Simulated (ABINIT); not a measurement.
# A GW chain in ABINIT: LiNbO3 (R3c)

How does a plane-wave GW calculation on LiNbO3 (R3c) run from the first input to the gap?

Method: PBE and many-body steps on it, plane waves, in ABINIT 10.8.3.

**1. The starting structure**

Symmetry: R3c, No. 161, trigonal system. The conventional cell has a = 5.152 Å, b = 5.152 Å, c = 13.869 Å, α = 90.00°, β = 90.00°, γ = 120.00°. Nearest to Li lie 6 O at 2.07 to 2.24 Å. Nearest to Nb lie 6 O at 1.88 to 2.13 Å. Nearest to O lie 2 Nb at 1.88 to 2.13 Å and 2 Li at 2.07 to 2.24 Å. Farther neighbours and most contacts between anions are not listed.

The cell and positions come from the Crystallography Open Database and are kept as given unless a step says otherwise.

**2. Ground state**

This step: ABINIT 10.8.3; DFT, PBE, plane waves, norm-conserving pseudopotentials.

The ground-state density comes first.

run.abi

```
acell 3*1.0 Angstrom
rprim 
  2.575800000019 1.487138823389 4.623000000000
  -2.575800000018 1.487138823389 4.623000000000
  0.000000000000 -2.974277646779 4.623000000000
ntypat 3
znucl 3 41 8
natom 10
typat 1 1 2 2 3 3 3 3 3 3
xred 
  0.281500000000 0.281500000000 0.281500000000
  0.781500000000 0.781500000000 0.781500000000
  0.000055000000 0.000055000000 0.000055000000
  0.500055000000 0.500055000000 0.500055000000
  0.112310000000 0.358360000000 0.719590000000
  0.719590000000 0.112310000000 0.358360000000
  0.358360000000 0.719590000000 0.112310000000
  0.219590000000 0.858360000000 0.612310000000
  0.858360000000 0.612310000000 0.219590000000
  0.612310000000 0.219590000000 0.858360000000
pp_dirpath "pseudos"
pseudos "Li.upf, Nb.upf, O.upf"
ecut 37
ngkpt 4 4 4
nshiftk 1
shiftk 0 0 0
kptopt 1
chksymbreak 0
nband 43
occopt 1
tolvrs 1e-08
nstep 60
prtwf 0
optforces 0
optstress 0
indata_prefix "in"
outdata_prefix "out"
tmpdata_prefix "tmp"
```

Launch:

```sh
$ OMP_NUM_THREADS=1 mpirun -n 4 abinit run.abi > log
```

Numbers of over 12 decimals in the logs are rounded to 6 here.

What it wrote:

```text
.Version 10.8.3 of ABINIT. v10.8.2 released Aug 2026.

 Symmetries : space group R3 c (#161); Bravais hR (rhombohedral)
================================================================================
 Values of the parameters that define the memory need of the present run
     intxc =       0    ionmov =       0      iscf =       7    lmnmax =       6
     lnmax =       6     mgfft =      60  mpssoang =       3    mqgrid =    3001
     natom =      10  nloc_mem =       1    nspden =       1   nspinor =       1
    nsppol =       1      nsym =       6    n1xccc =    2501    ntypat =       3
    occopt =       1   xclevel =       2
-    mband =          43        mffmem =           1         mkmem =           4
       mpw =        7720          nfft =      216000          nkpt =          13
================================================================================
  Rough estimation (10% accuracy) of disk space for files :
================================================================================

--------------------------------------------------------------------------------
------------- Echo of variables that govern the present computation ------------
--------------------------------------------------------------------------------
 -outvars: echo values of preprocessed input variables --------
            acell      1.8897261259E+00  1.8897261259E+00  1.8897261259E+00 Bohr

      chksymbreak           0
             ecut      3.70000000E+01 Hartree
-          fftalg         312

              ixc     -101130
              kpt      0.00000000E+00  0.00000000E+00  0.00000000E+00
                       2.50000000E-01  0.00000000E+00  0.00000000E+00
                       5.00000000E-01  0.00000000E+00  0.00000000E+00
                       2.50000000E-01  2.50000000E-01  0.00000000E+00
                       5.00000000E-01  2.50000000E-01  0.00000000E+00
                      -2.50000000E-01  2.50000000E-01  0.00000000E+00
                       5.00000000E-01  5.00000000E-01  0.00000000E+00
                       2.50000000E-01  2.50000000E-01  2.50000000E-01
                       5.00000000E-01  2.50000000E-01  2.50000000E-01
                      -2.50000000E-01  2.50000000E-01  2.50000000E-01
                       5.00000000E-01  5.00000000E-01  2.50000000E-01
[...]
kptrlatt        4    0    0      0    4    0      0    0    4
          kptrlen      3.89404524E+01
P           mkmem           4
            natom          10
            nband          43
            ngfft          60      60      60
             nkpt          13
            nstep          60
             nsym           6
           ntypat           3
              occ      2.000000  2.000000  2.000000  2.000000  2.000000  2.000000
                       2.000000  2.000000  2.000000  2.000000  2.000000  2.000000
                       2.000000  2.000000  2.000000  2.000000  2.000000  2.000000
                       2.000000  2.000000  2.000000  2.000000  2.000000  2.000000
                       2.000000  2.000000  2.000000  2.000000  2.000000  2.000000
                       2.000000  2.000000  2.000000  2.000000  0.000000  0.000000
                       0.000000  0.000000  0.000000  0.000000  0.000000  0.000000
                       0.000000
        optforces           0
        optstress           0
            prtwf           0
            rprim      2.5758000000E+00  1.4871388234E+00  4.6230000000E+00
[...]
spgroup         161

           tolvrs      1.00000000E-08

             xred      2.8150000000E-01  2.8150000000E-01  2.8150000000E-01
[...]
znucl        3.00000   41.00000    8.00000

================================================================================

 chkinp: Checking input parameters for consistency.

================================================================================
== DATASET  1 ==================================================================
-   mpi_nproc: 4, omp_nthreads: 1 (-1 if OMP is not activated)

--- !DatasetInfo
iteration_state: {dtset: 1, }
dimensions: {natom: 10, nkpt: 13, mband: 43, nsppol: 1, nspinor: 1, nspden: 1, mpw: 7720, }
cutoff_energies: {ecut:  37.0, pawecutdg:  -1.0, }
electrons: {nelect:   6.80000000E+01, charge:   0.00000000E+00, occopt:   1.00000000E+00, tsmear:   1.00000000E-02, }

 Real(R)+Recip(G) space primitive vectors, cartesian coordinates (Bohr,Bohr^-1):
 R(1)=  4.8675566  2.8102851  8.7362039  G(1)=  0.1027209  0.0593060  0.0381554
 R(2)= -4.8675566  2.8102851  8.7362039  G(2)= -0.1027209  0.0593060  0.0381554
 R(3)=  0.0000000 -5.6205702  8.7362039  G(3)=  0.0000000 -0.1186119  0.0381554
 Unit cell volume ucvol=  7.1702681E+02 bohr^3
 Angles (23,13,12)=  5.58832370E+01  5.58832370E+01  5.58832370E+01 degrees

 getcut: wavevector=  0.0000  0.0000  0.0000  ngfft=  60  60  60
         ecut(hartree)=     37.000   => boxcut(ratio)=   2.10943

--- Pseudopotential description ------------------------------------------------
- Li Generated using ONCVPSP code by D. R. Hamann
-  3.00000   3.00000  171031                  znucl, zion, pspdat
12 -101130 1 -1 1944                          pspcod,pspxc,lmax,lloc,mmax
     nproj     2     2     0
  pspatm : epsatm=    2.74360059
         --- l  ekb(1:nproj) -->
[...]
-  8.00000   6.00000  171031                  znucl, zion, pspdat
12 -101130 2 -1 936                           pspcod,pspxc,lmax,lloc,mmax
     nproj     2     2     1
  pspatm : epsatm=    6.19545534
         --- l  ekb(1:nproj) -->
[...]
2   -1.331955
 pspatm: atomic psp has been read  and splines computed

   5.03676405E+03                                ecore*ucvol(ha*bohr**3)
--------------------------------------------------------------------------------

_setup2: Arith. and geom. avg. npw (full set) are    7708.203    7708.194

================================================================================

--- !BeginCycle
iteration_state: {dtset: 1, }
solver: {iscf: 7, nstep: 60, nline: 4, wfoptalg: 0, }
tolerances: {tolvrs: 1.00E-08, }

     iter   Etot(hartree)      deltaE(h)  residm     vres2
 ETOT  1  -237.24672145393    -2.372E+02 9.465E-02 7.456E+03
 ETOT  2  -232.78234608425     4.464E+00 7.483E-02 2.926E+04
 ETOT  3  -238.54583149941    -5.763E+00 2.575E-02 9.817E+02
 ETOT  4  -238.60089113778    -5.506E-02 1.160E-02 6.012E+02
 ETOT  5  -238.64084932891    -3.996E-02 3.571E-03 1.861E+02
 ETOT  6  -238.67172746839    -3.088E-02 3.888E-03 3.119E+00
 ETOT  7  -238.67219482576    -4.674E-04 2.196E-03 3.793E-01
 ETOT  8  -238.67226352123    -6.870E-05 8.848E-04 1.632E-02
 ETOT  9  -238.67226482133    -1.300E-06 3.076E-04 6.548E-04
 ETOT 10  -238.67226494526    -1.239E-07 2.254E-04 8.234E-05
 ETOT 11  -238.67226495193    -6.670E-09 1.144E-04 7.665E-06
 ETOT 12  -238.67226495311    -1.181E-09 9.499E-05 7.289E-08
 ETOT 13  -238.67226495311    -2.132E-12 4.782E-05 5.129E-10

 At SCF step   13       vres2   =  5.13E-10 < tolvrs=  1.00E-08 =>converged.

--- !ResultsGS
iteration_state: {dtset: 1, }
comment   : Summary of ground state results
lattice_vectors:
- [  4.8675566,   2.8102851,   8.7362039, ]
- [ -4.8675566,   2.8102851,   8.7362039, ]
- [  0.0000000,  -5.6205702,   8.7362039, ]
lattice_lengths: [  10.38807,   10.38807,   10.38807, ]
lattice_angles: [ 55.883,  55.883,  55.883, ] # degrees, (23, 13, 12)
lattice_volume:   7.1702681E+02
convergence: {deltae: -2.132E-12, res2:  5.129E-10, residm:  4.782E-05, diffor:  0.000E+00, }
etotal    :  -2.38672265E+02
entropy   :   0.00000000E+00
fermie    :   1.64459932E-01
cartesian_stress_tensor: null
pressure_GPa: null
xred      :
- [  2.8150E-01,   2.8150E-01,   2.8150E-01, Li]
- [  7.8150E-01,   7.8150E-01,   7.8150E-01, Li]
- [  5.5000E-05,   5.5000E-05,   5.5000E-05, Nb]
- [  5.0006E-01,   5.0005E-01,   5.0005E-01, Nb]
- [  1.1231E-01,   3.5836E-01,   7.1959E-01,  O]
- [  7.1959E-01,   1.1231E-01,   3.5836E-01,  O]
- [  3.5836E-01,   7.1959E-01,   1.1231E-01,  O]
- [  2.1959E-01,   8.5836E-01,   6.1231E-01,  O]
- [  8.5836E-01,   6.1231E-01,   2.1959E-01,  O]
- [  6.1231E-01,   2.1959E-01,   8.5836E-01,  O]
cartesian_forces: null
force_length_stats: {min: null, max: null, mean: null, }

 Integrated electronic density in atomic spheres:
 ------------------------------------------------
 Atom  Sphere_radius  Integrated_density
[...]
================================================================================

 ----iterations are completed or convergence reached----

 Mean square residual over all n,k,spin=   26.852E-08; max=  47.824E-06
 reduced coordinates (array xred) for   10 atoms
[...]
0.358360000000      0.719590000000      0.112310000000
       0.219590000000      0.858360000000      0.612310000000
       0.858360000000      0.612310000000      0.219590000000
       0.612310000000      0.219590000000      0.858360000000
 rms dE/dt=  0.0000E+00; max dE/dt=  0.0000E+00; dE/dt below (all hartree)
    1       0.000000000000      0.000000000000      0.000000000000
    2       0.000000000000      0.000000000000      0.000000000000
    3       0.000000000000      0.000000000000      0.000000000000
    4       0.000000000000      0.000000000000      0.000000000000
    5       0.000000000000      0.000000000000      0.000000000000
    6       0.000000000000      0.000000000000      0.000000000000
    7       0.000000000000      0.000000000000      0.000000000000
    8       0.000000000000      0.000000000000      0.000000000000
    9       0.000000000000      0.000000000000      0.000000000000
   10       0.000000000000      0.000000000000      0.000000000000

 cartesian coordinates (angstrom) at end:
[...]
6      1.564232     0.171289     5.502572
    7     -0.930456     1.269020     5.502572
    8     -1.645344    -0.218119     7.814072
    9      0.633776     1.533969     7.814072
   10      1.011568    -1.315850     7.814072
 length scales=  1.889726125908  1.889726125908  1.889726125908 bohr
              =  1.000000000000  1.000000000000  1.000000000000 angstroms
 prteigrs : about to open file out_EIG
 Fermi (or HOMO) energy (hartree) =   0.16446   Average Vxc (hartree)=  -0.40109
 Eigenvalues (hartree) for nkpt=  13  k points:
 kpt#   1, nband= 43, wtk=  0.01563, kpt=  0.0000  0.0000  0.0000 (reduced coord)
  -1.82415   -1.82359   -1.39949   -1.39939   -0.95452   -0.95452   -0.95152   -0.94868
  -0.94868   -0.94466   -0.45643   -0.43193   -0.43193   -0.39871   -0.39077   -0.39077
   0.00215    0.00215    0.00981    0.01202    0.01202    0.04493    0.08722    0.09047
   0.09047    0.12019    0.13192    0.13192    0.13914    0.13922    0.13922    0.14707
   0.16446    0.16446    0.29743    0.29743    0.31460    0.35543    0.35543    0.36172
   0.43395    0.44848    0.44848
 prteigrs : prtvol=0 or 1, do not print more k-points.

--- !EnergyTerms
iteration_state     : {dtset: 1, }
comment             : Components of total free energy in Hartree
kinetic             :  1.12795461850228E+02
hartree             :  5.27221525012298E+01
xc                  : -5.46586247455945E+01
Ewald energy        : -1.64413318982960E+02
psp_core            :  7.02451283118983E+00
local_psp           : -1.83205452599840E+02
non_local_psp       : -8.93699580736231E+00
total_energy        : -2.38672264953110E+02
total_energy_eV     : -6.49460318784219E+03
band_energy         : -2.61281836282124E+01

== END DATASET(S) ==============================================================
================================================================================

 -outvars: echo values of variables after computation  --------
           etotal     -2.3867226495E+02
            nband          43
             nkpt          13
          spgroup         161
 [... the other variables as echoed above ...]

 Calculation completed.
```

Wall time 93 s (4 MPI ranks of Arm Neoverse V1, shared host); peak memory 0.5 GiB.

Numbers from this step:

* total energy: -6494.6032 eV
* gap: 3.616 eV
* k of the valence top: 0, 0, 0
* k of the conduction bottom: 0.5, 0.25, 0
* least direct gap: 3.618 eV

The gap is indirect, with the least direct gap 0.002 eV higher.

(Continued in part 2 of 3.)

[Paths, hosts, dates, memory and timing lines, banners, echoed tables and standing remarks are left out of the program output.]

[Logs are printed without paths, hosts, clocks, repeated set-up lines and the standing remarks that a program may print on its own settings, such as how far it seeks lower states.]

[Runs of the session that timed out or met a known fault of the program may be left out.]

[Hosts, paths, dates, database ids (printed as entryN), source tags and the programs' standing remarks are cut or masked in the printed files.]

[G0W0 gaps are taken among the corrected bands and points alone; a level outside them can change the order at an edge.]

[Where Ansatz stands beside ABINIT at settings called matched, ABINIT's density can come from a denser mesh and the files from another edition; pairs whose starting gaps differed by over 0.03 eV were left out, so agreement reads better than it is.]
